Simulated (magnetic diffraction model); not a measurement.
# Be2Fe6P: the ordered moment from one line

Space group I4/mmm (no. 139), a = 5.7190 Å, c = 6.2250 Å.

```
site  atom       x       y       z
  4d    Fe       0     1/2     1/4
  8h    Fe  0.2567  0.2567     1/2
  2a     P       0       0       0
  4e    Be       0       0  0.7044
```

The compound is invented for this exercise: a known structure type with other elements, its cell scaled to their sizes and not relaxed.

Only Fe is taken to order (form factors of Fe2+); orders and moment sizes are assumed, and not adapted to the symmetry. Radiation: neutrons of λ = 2.0775 Å, 3° to 90°; isotropic B of 0.52 Å² (Fe), 0.7 Å² (P) and 0.77 Å² (Be). The intensities are simulated: I ∝ L Σ (|F_N|² + |F_M⊥|²) for unpolarised neutrons, with F_M = 2.695 fm/μB × Σ f(s) S exp(2πi Q·r) exp(−B s²) at Q = H ± k (one set where k and −k are equivalent), only the part normal to Q counting and L = 1/(sin²θ cos θ). For a modulated order the moment at position r is S exp(−2πi k·r) + c.c., with S = m/2 for a sine wave of amplitude m and S = m(u + iv)/2 for moments turning in a plane, u and v being orthogonal unit vectors in it; the phase factor of the sum at Q = H + k is then exp(2πi H·r). Form factors are spin-only for 3d ions and dipole or tabulated for f ions, scattering lengths are Sears's of 1992, and absorption is left out. A label names one of the reflections at its angle. The strongest nuclear line in the range is 100, and lines under 0.2 are left out.

In a first state the assumed order is k = (1/3 0 0), moments turning in the plane of [100] and [010], 2.24 μB on Fe; signs + at (0, 1/2, 1/4), + at (0.2567, 0.2567, 1/2), + at (0.7433, 0.2567, 1/2), − at (0.2567, 0.7433, 1/2), − at (0.2433, 0.2433, 0), − at (1/2, 0, 1/4), with this pattern:

```tsv
2θ (°)	index	nuclear	magnetic
23.80	(2/3 0 1)	0.0	3.2
28.56	(1 0 1)	0.5	0.0
29.43	(1/3 1 1)	0.0	16.5
34.21	(4/3 0 1)	0.0	1.0
38.99	(0 0 2)	1.5	0.0
45.97	(5/3 1 1)	0.0	4.0
49.38	(2/3 2 1)	0.0	0.6
49.81	(1 1 2)	4.0	0.0
55.73	(4/3 2 1)	0.0	0.4
58.73	(7/3 1 1)	0.0	1.8
59.12	(2 0 2)	100.0	0.0
61.83	(2 2 0)	66.2	0.0
62.00	(2/3 0 3)	0.0	0.2
64.35	(1 0 3)	7.0	0.0
64.82	(1/3 1 3)	0.0	2.1
69.48	(3 0 1)	0.3	0.0
```
(The table stops after 16 lines; 9 more lie at higher angle.)

**Question.** Nearer the ordering temperature the line at 29.43° has total intensity 11.9 on the same scale, and all moments have shrunk alike. How large is the Fe moment?

The nuclear part, 0.0, stays, so the magnetic part is 11.9 against 16.5. It goes as m², so m = 2.24 × √(11.9/16.5) = 1.90 μB; the value used was 1.9 μB.

[Logs are printed without paths, hosts, clocks, repeated set-up lines and the standing remarks that a program may print on its own settings, such as how far it seeks lower states.]
